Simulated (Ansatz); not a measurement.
# Na2WO4 (Fd-3m): the host for defect calculations

Aim: the runs on the perfect crystal Na2WO4 (Fd-3m) that a defect calculation needs first.

Main program and level: Ansatz 0.2.0; plane-wave PAW DFPT, PBEsol; dielectric tensors, Born charges and zone-centre modes of the host, in the first sound run; inputs show where later runs differ.

## Step 1: The structure

Symmetry: Fd-3m, No. 227, cubic system. Conventional cell: a = 9.109 Å, b = 9.109 Å, c = 9.109 Å, α = 90.00°, β = 90.00°, γ = 90.00°. Nearest to Na lie 6 O at 2.39 Å. W has 4 O at 1.79 Å nearest. Nearest to O lie 1 W at 1.79 Å and 3 Na at 2.39 Å. Farther neighbours and most contacts between anions are not listed.

## Step 2: Dielectric tensors of the host

The response to a uniform electric field gives the electronic dielectric tensor.

eps/input.yaml reads:

```yaml
crystal:
  lattice:
    - [0.0, 4.5545530478, 4.5545530478]
    - [4.5545530478, 0.0, 4.5545530478]
    - [4.5545530478, 4.5545530478, 0.0]
  atoms:
    - { symbol: Na, position: [0.625, 0.125, 0.125] }
    - { symbol: Na, position: [0.125, 0.625, 0.125] }
    - { symbol: Na, position: [0.125, 0.125, 0.625] }
    - { symbol: Na, position: [0.125, 0.125, 0.125] }
    - { symbol: W, position: [0.75, 0.75, 0.75] }
    - { symbol: W, position: [0.5, 0.5, 0.5] }
    - { symbol: O, position: [0.4101360904, 0.8632879699, 0.8632879699] }
    - { symbol: O, position: [0.8632879699, 0.4101360904, 0.8632879699] }
    - { symbol: O, position: [0.8632879699, 0.8632879699, 0.4101360904] }
    - { symbol: O, position: [0.8632879699, 0.8632879699, 0.8632879699] }
    - { symbol: O, position: [0.8398639096, 0.3867120301, 0.3867120301] }
    - { symbol: O, position: [0.3867120301, 0.8398639096, 0.3867120301] }
    - { symbol: O, position: [0.3867120301, 0.3867120301, 0.8398639096] }
    - { symbol: O, position: [0.3867120301, 0.3867120301, 0.3867120301] }
basis:
  ecutwfc: 420
hamiltonian:
  xc: pbesol
kpoints:
  mp_grid: { grid: [5, 5, 5] }
scf:
  occupations: { method: fixed }
  max_iter: 100
phonons:
  method: dfpt
  dielectric: true
  rigid_motions: translations
```

Run with:

```sh
> ansatz run input.yaml --threads 8 --pin off --max-ram 22609MiB --backend cpu --events-out ev --progress --plain --runs-dir out
```

Numbers of over 12 decimals in the logs are rounded to 6 here.

Log:

```text
[... repeated set-up lines and file paths are left out, and long positions are rounded to six places ...]
Engine: ansatz 0.2.0, aarch64-unknown-linux-gnu
Pseudopotentials: kind: paw
Pseudopotential: Na, paw, valence charge 9, recommended cutoff 420 eV (normal), Na.paw.azcp
Pseudopotential: W, paw, valence charge 14, recommended cutoff 420 eV (normal), W.paw.azcp
Pseudopotential: O, paw, valence charge 6, recommended cutoff 420 eV (normal), O.paw.azcp
Functional definition: PBEsol
  exchange = pbesol_x
  correlation = pbesol_c
Crystal: 14 atoms, lattice volume = 188.959 Å³
Basis set: ecut = 420 eV, 3695 PW (Γ), exchange–correlation on 96×96×96 points (8 copies of the dense FFT grid, shifted against one another)
Bands: 70, of which v1, the nominal top of the filled ones, is band 56 counted from 1 (55 counted from 0)
Symmetry: 48 space group operations
k-points: 39 of 125 (irreducible under 2 space group operations, time reversal used)
Non-local potential: Na, projectors of the file, l = 0: 3, l = 1: 2, l = 2: 1
Non-local potential: W, projectors of the file, l = 0: 3, l = 1: 2, l = 2: 2, l = 3: 1
Non-local potential: O, projectors of the file, l = 0: 2, l = 1: 2, l = 2: 1
PAW form: soft (Blöchl's): semilocal exchange-correlation on the pseudo side does not see the compensation charge
PAW frozen core: Na, regenerated for the run's functional, and the local potential with it (the file was generated under x = pbe(κ = 0.804, μ = 0.219515), c = pbe(β = 0.066725))
PAW frozen core: W, regenerated for the run's functional, and the local potential with it (the file was generated under x = pbe(κ = 0.804, μ = 0.219515), c = pbe(β = 0.066725))
PAW frozen core: O, regenerated for the run's functional, and the local potential with it (the file was generated under x = pbe(κ = 0.804, μ = 0.219515), c = pbe(β = 0.066725))
PAW one-centre angular grid: Na, 110 points (default); XC on 64 Gauss nodes
PAW one-centre angular grid: W, 590 points (default); XC on 64 Gauss nodes
PAW one-centre angular grid: O, 110 points (default); XC on 64 Gauss nodes
Initial density: superposition of atomic densities (neutral atoms: chi_scale 0, normalization atom), corrected by the library's trained network
Initial wavefunctions: pseudopotential atomic-orbital guess
Functional: x = pbesol(κ = 0.804, μ = 0.123457), c = pbesol(β = 0.046)
SCF iter   1: F=—  HF=-30913.389921 eV  |F-HF|=—  |Δ(HF+E_count)|=         —  Δρ=1.49e-2  dr2=4.45e-1  ethr=1.77e-3  ⟨swp⟩=4.4  Hψ=9259  notcnv=0  defer=391
preconditioner: auto → Resta (q_TF=auto, 2.501 Å⁻¹)  ε∞=3.5  [insulator: Δε(μ)=4.834 eV  Ē_g=16.167 eV  n_scr=58 (ndim 8)  ℏωp=25.3 eV  f_vac=0.048  ε∞_Penn≈3.5]
SCF iter   2: F=—  HF=-30913.318617 eV  |F-HF|=—  |Δ(HF+E_count)|=   7.13e-2  Δρ=6.67e-3  dr2=9.06e-2  ethr=3.97e-4  ⟨swp⟩=2.0  Hψ=4380  notcnv=0  defer=397
SCF iter   3: F=—  HF=-30913.300463 eV  |F-HF|=—  |Δ(HF+E_count)|=   1.82e-2  Δρ=1.01e-3  dr2=1.84e-3  ethr=8.09e-5  ⟨swp⟩=2.0  Hψ=3651  notcnv=0  defer=458
SCF iter   4: F=—  HF=-30913.300467 eV  |F-HF|=—  |Δ(HF+E_count)|=   3.96e-6  Δρ=2.26e-4  dr2=1.56e-4  ethr=1.65e-6  ⟨swp⟩=2.0  Hψ=4764  notcnv=0  defer=467
SCF iter   5: F=—  HF=-30913.300494 eV  |F-HF|=—  |Δ(HF+E_count)|=   2.77e-5  Δρ=8.46e-5  dr2=1.77e-5  ethr=1.39e-7  ⟨swp⟩=2.0  Hψ=3420  notcnv=0  defer=257
SCF iter   6: F=—  HF=-30913.300503 eV  |F-HF|=—  |Δ(HF+E_count)|=   8.19e-6  Δρ=2.58e-5  dr2=1.20e-6  ethr=1.58e-8  ⟨swp⟩=2.3  Hψ=3833  notcnv=0  defer=229
SCF iter   7: F=—  HF=-30913.300677 eV  |F-HF|=—  |Δ(HF+E_count)|=   1.74e-4  Δρ=8.45e-6  dr2=1.90e-7  ethr=1.07e-9  ⟨swp⟩=2.0  Hψ=4000  notcnv=0  defer=229
SCF iter   8: F=—  HF=-30913.300677 eV  |F-HF|=—  |Δ(HF+E_count)|=   3.99e-8  Δρ=9.87e-7  dr2=2.77e-9  ethr=1.70e-10  ⟨swp⟩=2.0  Hψ=4092  notcnv=0  defer=229
SCF iter   9: F=—  HF=-30913.300677 eV  |F-HF|=—  |Δ(HF+E_count)|=   1.69e-9  Δρ=2.32e-7  dr2=1.64e-10  ethr=2.47e-12  ⟨swp⟩=2.0  Hψ=4217  notcnv=0  defer=229
SCF iter  10: F=-30913.300677 eV  HF=-30913.300677 eV  |F-HF|=3.64e-12  |Δ(HF+E_count)|=  1.60e-10  Δρ=4.94e-8  dr2=7.41e-12  ethr=1.00e-12  ⟨swp⟩=13.3  Hψ=14974  notcnv=0
SCF 1 converged in 10 iterations: F = -30913.300677 eV  dr2 = 7.41e-12
  greatest PAW one-centre occupation: 1.000 electrons in one spin orbital (limit 2), on the W atom at site 5 (counted from 0), in its partial waves of l = 0
NSCF: frozen V_eff on 7 k-points
DFPT response loops at Γ: preconditioner auto → none (the input reference at scf.mixing.eps_inf says where Resta's filter doesn't serve); β = 0.50; Broyden in place of MSR1
SCF converged after 10 iterations
Free energy (F): -30913.300677 eV
Harris-Foulkes:  -30913.300677 eV  (|F-HF|=3.64e-12)
Internal energy: -30913.300677 eV  (E = F + TS)
E sigma→0 (E₀):  -30913.300677 eV
Fermi energy:    4.367991 eV
--- Per-component energies (eV) ---
  E_band       = -1452.001669
  E_kinetic    = 2773.501333
  E_local      = -10039.330109  (includes V_loc(G=0)·N_el)
  E_nonlocal   = 855.271691
  E_hartree    = 3534.267016
  E_xc         = -1262.627760
  E_vxc        = -1417.494302  (∫ρ·V_xc dr)
  E_paw        = -19102.786590  (= ΣΔE_a)
  E_vpaw       = -692.504163  (= ΣTr[D̂ρ^β])
  E_aug_tail   = 0.019888  (compensation charges beyond the density's cutoff)
  E_ewald      = -7672.560809
  E_core_change = 0.944663  (= ΣΔE_core)
  E_smearing   = -0.000000  (= −TS)
  E_closure    = -0.000000  (closes the sum)
  Σ components = -30913.300677   (vs F -30913.300677, Δ=0.00e0)
--- Band table (eV; the first three rows and the last of 39) ---
  k-point 0: bands = ["-68.4813", "-68.4808", "-43.6433", "-43.6328", [... 62 left out ...] "12.3570", "14.0794", "14.1045", "14.4082"]
  k-point 1: bands = ["-68.4812", "-68.4809", "-43.6425", "-43.6335", [... 62 left out ...] "12.3167", "13.6716", "14.1005", "14.6523"]
  [... further k-points left out ...]
--- Phonons (Γ-DFPT): 3 representative perturbations + reference, on 39 of 125 k-points (Σ response iterations 12) ---
  k mesh reduced under 2 symmetry operations, with k and −k counted as one. Each operation leaves every solved perturbation unchanged. A smaller set is not considered because the run solves the response to a homogeneous field
  ASR residual: 1.603e-5 → 0.000e0 eV/Å²; symmetrization residual: 1.084e-5 eV/Å²
  ASR residual per site (eV/Å²): 1.05e-5 1.05e-5 1.05e-5 1.05e-5 1.60e-5 1.60e-5 3.44e-6 3.44e-6 3.44e-6 3.44e-6 3.44e-6 3.44e-6 3.44e-6 3.44e-6
  Γ frequencies (cm⁻¹): 0.00 0.00 0.00 88.89 88.89 88.89 120.35 120.35 120.35 162.12 162.12 162.12 165.44 165.44 165.44 195.36 195.36 219.02 219.02 219.02 230.62 230.62 230.62 277.48 288.46 288.46 288.46 306.60 306.60 364.36 364.36 364.36 371.31 371.31 807.44 [...]
  ε∞ (high-frequency dielectric tensor):
        2.867207     0.000000    -0.000000
       -0.000000     2.867207    -0.000000
       -0.000000    -0.000000     2.867207
  ε⁰ (static dielectric tensor: ions relaxed, cell fixed):
        6.094895     0.000000    -0.000000
        0.000000     6.094895     0.000000
       -0.000000     0.000000     6.094895
  ε⁰ − ε∞ (ionic part):
        3.227687     0.000000    -0.000000
        0.000000     3.227687     0.000000
       -0.000000     0.000000     3.227687
  softest optical mode at Γ: 88.89 cm⁻¹; the repairs (sum rule, projections) moved no ω² at Γ by more than (2.81 cm⁻¹)²
  Born effective charges Z* (e; rows j = field, columns β = displacement):
    site 0:
         1.24459    0.23123    0.23123
         0.23123    1.24459   -0.23123
         0.23123   -0.23123    1.24459
    site 1:
         1.24459    0.23123   -0.23123
         0.23123    1.24459    0.23123
        -0.23123    0.23123    1.24459
    site 2:
         1.24459   -0.23123    0.23123
        -0.23123    1.24459    0.23123
         0.23123    0.23123    1.24459
    site 3:
         1.24459   -0.23123   -0.23123
        -0.23123    1.24459   -0.23123
        -0.23123   -0.23123    1.24459
    site 4:
         3.18140   -0.00000    0.00000
        -0.00000    3.18140   -0.00000
        -0.00000   -0.00000    3.18140
    site 5:
         3.18140   -0.00000    0.00000
        -0.00000    3.18140   -0.00000
        -0.00000   -0.00000    3.18140
    site 6:
        -1.41764    0.54729    0.54729
         0.54729   -1.41764   -0.54729
         0.54729   -0.54729   -1.41764
    site 7:
        -1.41764    0.54729   -0.54729
         0.54729   -1.41764    0.54729
        -0.54729    0.54729   -1.41764
    site 8:
        -1.41764   -0.54729    0.54729
        -0.54729   -1.41764    0.54729
         0.54729    0.54729   -1.41764
    site 9:
        -1.41764   -0.54729   -0.54729
        -0.54729   -1.41764   -0.54729
        -0.54729   -0.54729   -1.41764
    site 10:
        -1.41764    0.54729    0.54729
[...]
site 11:
[...]
site 12:
[...]
site 13:
[...]
Z* charge neutrality: 2.632e-5 e pre-enforcement
  k-mesh period / interband length: 32.2 Å / 1.02 Å = 31.64 at k = (0.0000, 0.0000, 0.0000), direct gap 4.979 eV — 14 or more, which is no proof of convergence
  optical modes at Γ without the LO–TO term, one row a degenerate level:
      ω (cm⁻¹)  modes    IR ((D/Å)²/amu)
[...]
optical modes at Γ + LO–TO along q̂ = [1.0000, 0.0000, 0.0000]:
      ω (cm⁻¹)  modes    IR ((D/Å)²/amu)
[...]
optical modes at Γ + LO–TO along q̂ = [0.0000, 1.0000, 0.0000]:
      ω (cm⁻¹)  modes    IR ((D/Å)²/amu)
[...]
optical modes at Γ + LO–TO along q̂ = [0.0000, 0.0000, 1.0000]:
      ω (cm⁻¹)  modes    IR ((D/Å)²/amu)
[...]
241.62      1             1.2164
        277.48      1             0.0000
        288.46      2            10.5544
        306.60      2             0.0000
        331.00      1             6.9996
        364.36      3             0.0000
        371.31      2             0.0000
        807.44      3             0.0000
        822.11      2            54.2902
        888.94      1            30.7414
        920.31      1             0.0000
        925.03      1             0.0000
```

It took 94 s on 8 threads of Arm Neoverse V2, shared host; peak memory 2.6 GiB; 9.7 min of CPU time.

The column dr2 measures how far the density is from self-consistency, as an energy; F and HF (Harris–Foulkes) agree once it is small.

Electronic dielectric tensor:

```
2.87 0.00 0.00
0.00 2.87 0.00
0.00 0.00 2.87
```

Static dielectric tensor:

```
6.09 0.00 0.00
0.00 6.09 0.00
0.00 0.00 6.09
```

The electronic dielectric tensor is isotropic, 2.87. The static dielectric tensor is isotropic, 6.09.

## Step 3: Primitive cell on a dense mesh

A dense mesh gives the host's converged energy, against which the supercell's sampling is tested.

This step: plane-wave PAW DFT, PBEsol; single point of the host's primitive cell on a dense mesh (Ansatz 0.2.0).

dense/input.yaml, as its differences from eps/input.yaml of step 2:

```diff
@@ -22,2 +22,3 @@
   ecutwfc: 420
+  xc_grid: 2
 hamiltonian:
@@ -27,7 +28,3 @@
 scf:
-  occupations: { method: fixed }
-  max_iter: 100
-phonons:
-  method: dfpt
-  dielectric: true
-  rigid_motions: translations
+  occupations: { method: fermi_dirac, width: 0.01 }
+  max_iter: 80
```

Log:

```text
[...]
Crystal: 14 atoms, lattice volume = 188.959 Å³
Basis set: ecut = 420 eV, 3695 PW (Γ), exchange–correlation on 90×90×90 points (8 copies of the dense FFT grid, shifted against one another)
Bands: 70, of which v1, the nominal top of the filled ones, is band 56 counted from 1 (55 counted from 0)
Symmetry: 48 space group operations
[...]
k-points: 10 of 125
[...]
SCF iter   1: F=—  HF=-30913.389868 eV  |F-HF|=—  |Δ(HF+E_count)|=         —  Δρ=1.49e-2  dr2=4.45e-1  ethr=1.77e-3  ⟨swp⟩=6.4  Hψ=2584  notcnv=0  defer=12
[...]
SCF iter   3: F=—  HF=-30913.300458 eV  |F-HF|=—  |Δ(HF+E_count)|=   1.83e-2  Δρ=1.02e-3  dr2=1.85e-3  ethr=8.12e-5  ⟨swp⟩=2.1  Hψ=1008  notcnv=0  defer=8
automatic band count: iteration 3 solves 65 bands in place of 70: the levels show a gap, and the empty bands left out lie too high to hold charge; the band table lists the bands solved (type scf.n_extra_bands for more)
SCF iter   4: F=—  HF=-30913.300481 eV  |F-HF|=—  |Δ(HF+E_count)|=   2.29e-5  Δρ=2.29e-4  dr2=1.56e-4  ethr=1.65e-6  ⟨swp⟩=2.4  Hψ=1290  notcnv=0  defer=8
[...]
SCF iter   7: F=-30913.300677 eV  HF=-30913.300677 eV  |F-HF|=1.10e-7  |Δ(HF+E_count)|=   5.65e-7  Δρ=8.19e-6  dr2=1.43e-7  ethr=1.69e-10  ⟨swp⟩=3.0  Hψ=1398  notcnv=0
SCF 1 converged in 7 iterations: F = -30913.300677 eV  dr2 = 1.43e-7
[...]
SCF converged after 7 iterations
Free energy (F): -30913.300677 eV
[...]
Internal energy: -30913.300677 eV  (E = F + TS)
E sigma→0 (E₀):  -30913.300677 eV
Fermi energy:    6.863848 eV
[...]
```

Run time: 1.8 s. Hardware: 8 threads; peak memory 0.83 GiB; 6.6 s of CPU time.

## Step 4: Self-consistent run

This step: plane-wave PAW DFT, PBEsol; single point of the defect-free supercell, a test of its k-points (Ansatz 0.2.0).

System of this step: Na2WO4 (Fd-3m). The cell holds 56 atoms: 16 Na, 8 W and 32 O. Cell: a = 9.109 Å, b = 9.109 Å, c = 9.109 Å, α = 90.0°, β = 90.0°, γ = 90.0°.

pristine.sampling/input.yaml reads:

```yaml
crystal:
  lattice:
    - [9.1091060955, 0.0, 0.0]
    - [0.0, 9.1091060955, 0.0]
    - [0.0, 0.0, 9.1091060955]
  atoms:
    - { symbol: Na, position: [0.125, 0.375, 0.375] }
    - { symbol: Na, position: [0.125, 0.875, 0.875] }
    - { symbol: Na, position: [0.625, 0.375, 0.875] }
    - { symbol: Na, position: [0.625, 0.875, 0.375] }
    - { symbol: Na, position: [0.375, 0.125, 0.375] }
    - { symbol: Na, position: [0.375, 0.625, 0.875] }
    - { symbol: Na, position: [0.875, 0.125, 0.875] }
    - { symbol: Na, position: [0.875, 0.625, 0.375] }
    - { symbol: Na, position: [0.375, 0.375, 0.125] }
    - { symbol: Na, position: [0.375, 0.875, 0.625] }
    - { symbol: Na, position: [0.875, 0.375, 0.625] }
    - { symbol: Na, position: [0.875, 0.875, 0.125] }
    - { symbol: Na, position: [0.125, 0.125, 0.125] }
    - { symbol: Na, position: [0.125, 0.625, 0.625] }
    - { symbol: Na, position: [0.625, 0.125, 0.625] }
    - { symbol: Na, position: [0.625, 0.625, 0.125] }
    - { symbol: W, position: [0.25, 0.25, 0.75] }
    - { symbol: W, position: [0.25, 0.75, 0.25] }
    - { symbol: W, position: [0.75, 0.25, 0.25] }
    - { symbol: W, position: [0.75, 0.75, 0.75] }
    - { symbol: W, position: [0.0, 0.0, 0.5] }
    - { symbol: W, position: [0.0, 0.5, 0.0] }
    - { symbol: W, position: [0.5, 0.0, 0.0] }
    - { symbol: W, position: [0.5, 0.5, 0.5] }
    - { symbol: O, position: [0.3632879699, 0.1367120301, 0.6367120301] }
    - { symbol: O, position: [0.3632879699, 0.6367120301, 0.1367120301] }
    - { symbol: O, position: [0.8632879699, 0.1367120301, 0.1367120301] }
    - { symbol: O, position: [0.8632879699, 0.6367120301, 0.6367120301] }
    - { symbol: O, position: [0.1367120301, 0.3632879699, 0.6367120301] }
    - { symbol: O, position: [0.1367120301, 0.8632879699, 0.1367120301] }
    - { symbol: O, position: [0.6367120301, 0.3632879699, 0.1367120301] }
    - { symbol: O, position: [0.6367120301, 0.8632879699, 0.6367120301] }
    - { symbol: O, position: [0.1367120301, 0.1367120301, 0.8632879699] }
    - { symbol: O, position: [0.1367120301, 0.6367120301, 0.3632879699] }
    - { symbol: O, position: [0.6367120301, 0.1367120301, 0.3632879699] }
    - { symbol: O, position: [0.6367120301, 0.6367120301, 0.8632879699] }
    - { symbol: O, position: [0.3632879699, 0.3632879699, 0.8632879699] }
    - { symbol: O, position: [0.3632879699, 0.8632879699, 0.3632879699] }
    - { symbol: O, position: [0.8632879699, 0.3632879699, 0.3632879699] }
    - { symbol: O, position: [0.8632879699, 0.8632879699, 0.8632879699] }
    - { symbol: O, position: [0.3867120301, 0.1132879699, 0.1132879699] }
    - { symbol: O, position: [0.3867120301, 0.6132879699, 0.6132879699] }
    - { symbol: O, position: [0.8867120301, 0.1132879699, 0.6132879699] }
    - { symbol: O, position: [0.8867120301, 0.6132879699, 0.1132879699] }
    - { symbol: O, position: [0.1132879699, 0.3867120301, 0.1132879699] }
    - { symbol: O, position: [0.1132879699, 0.8867120301, 0.6132879699] }
    - { symbol: O, position: [0.6132879699, 0.3867120301, 0.6132879699] }
    - { symbol: O, position: [0.6132879699, 0.8867120301, 0.1132879699] }
    - { symbol: O, position: [0.1132879699, 0.1132879699, 0.3867120301] }
    - { symbol: O, position: [0.1132879699, 0.6132879699, 0.8867120301] }
    - { symbol: O, position: [0.6132879699, 0.1132879699, 0.8867120301] }
    - { symbol: O, position: [0.6132879699, 0.6132879699, 0.3867120301] }
    - { symbol: O, position: [0.3867120301, 0.3867120301, 0.3867120301] }
    - { symbol: O, position: [0.3867120301, 0.8867120301, 0.8867120301] }
    - { symbol: O, position: [0.8867120301, 0.3867120301, 0.8867120301] }
    - { symbol: O, position: [0.8867120301, 0.8867120301, 0.3867120301] }
basis:
  ecutwfc: 420
  xc_grid: 2
hamiltonian:
  xc: pbesol
kpoints:
  mp_grid: { grid: [1, 1, 1], shift: [0.25, 0.25, 0.25] }
scf:
  occupations: { method: fermi_dirac, width: 0.01 }
  max_iter: 80
```

Log:

```text
[...]
Crystal: 56 atoms, lattice volume = 755.835 Å³
Basis set: ecut = 420 eV, 14771 PW (Γ), exchange–correlation on 128×128×128 points (8 copies of the dense FFT grid, shifted against one another)
Bands: 280, of which v1, the nominal top of the filled ones, is band 224 counted from 1 (223 counted from 0)
Symmetry: 48 space group operations
k-points: 1
[...]
SCF iter   1: F=—  HF=-123653.554132 eV  |F-HF|=—  |Δ(HF+E_count)|=         —  Δρ=1.49e-2  dr2=1.78e0  ethr=1.77e-3  ⟨swp⟩=6.0  Hψ=1134  notcnv=0  defer=1
[...]
SCF iter   8: F=-123653.206998 eV  HF=-123653.206998 eV  |F-HF|=7.18e-8  |Δ(HF+E_count)|=   2.73e-6  Δρ=4.97e-6  dr2=1.25e-7  ethr=1.69e-10  ⟨swp⟩=2.0  Hψ=636  notcnv=0
SCF 1 converged in 8 iterations: F = -123653.206998 eV  dr2 = 1.25e-7
[...]
SCF converged after 8 iterations
Free energy (F): -123653.206998 eV
[...]
Internal energy: -123653.206998 eV  (E = F + TS)
E sigma→0 (E₀):  -123653.206998 eV
Fermi energy:    6.970636 eV
[...]
```

Run time: 5.7 s. Hardware: 8 threads; peak memory 1.3 GiB; 19 s of CPU time.

This step gave:

```
energy over dense mesh : -7.66e-5 eV/atom
```

(Continued in part 2 of 2.)

[Logs are printed without paths, hosts, clocks, repeated set-up lines and the standing remarks that a program may print on its own settings, such as how far it seeks lower states.]

[Hosts, paths, dates, database ids (printed as entryN), source tags and the programs' standing remarks are cut or masked in the printed files.]

[Runs of the host that timed out are not shown.]

[For some hosts the program warned that the k-mesh of the response run may be too coarse for force constants and the static dielectric constant; such warnings are not always shown.]
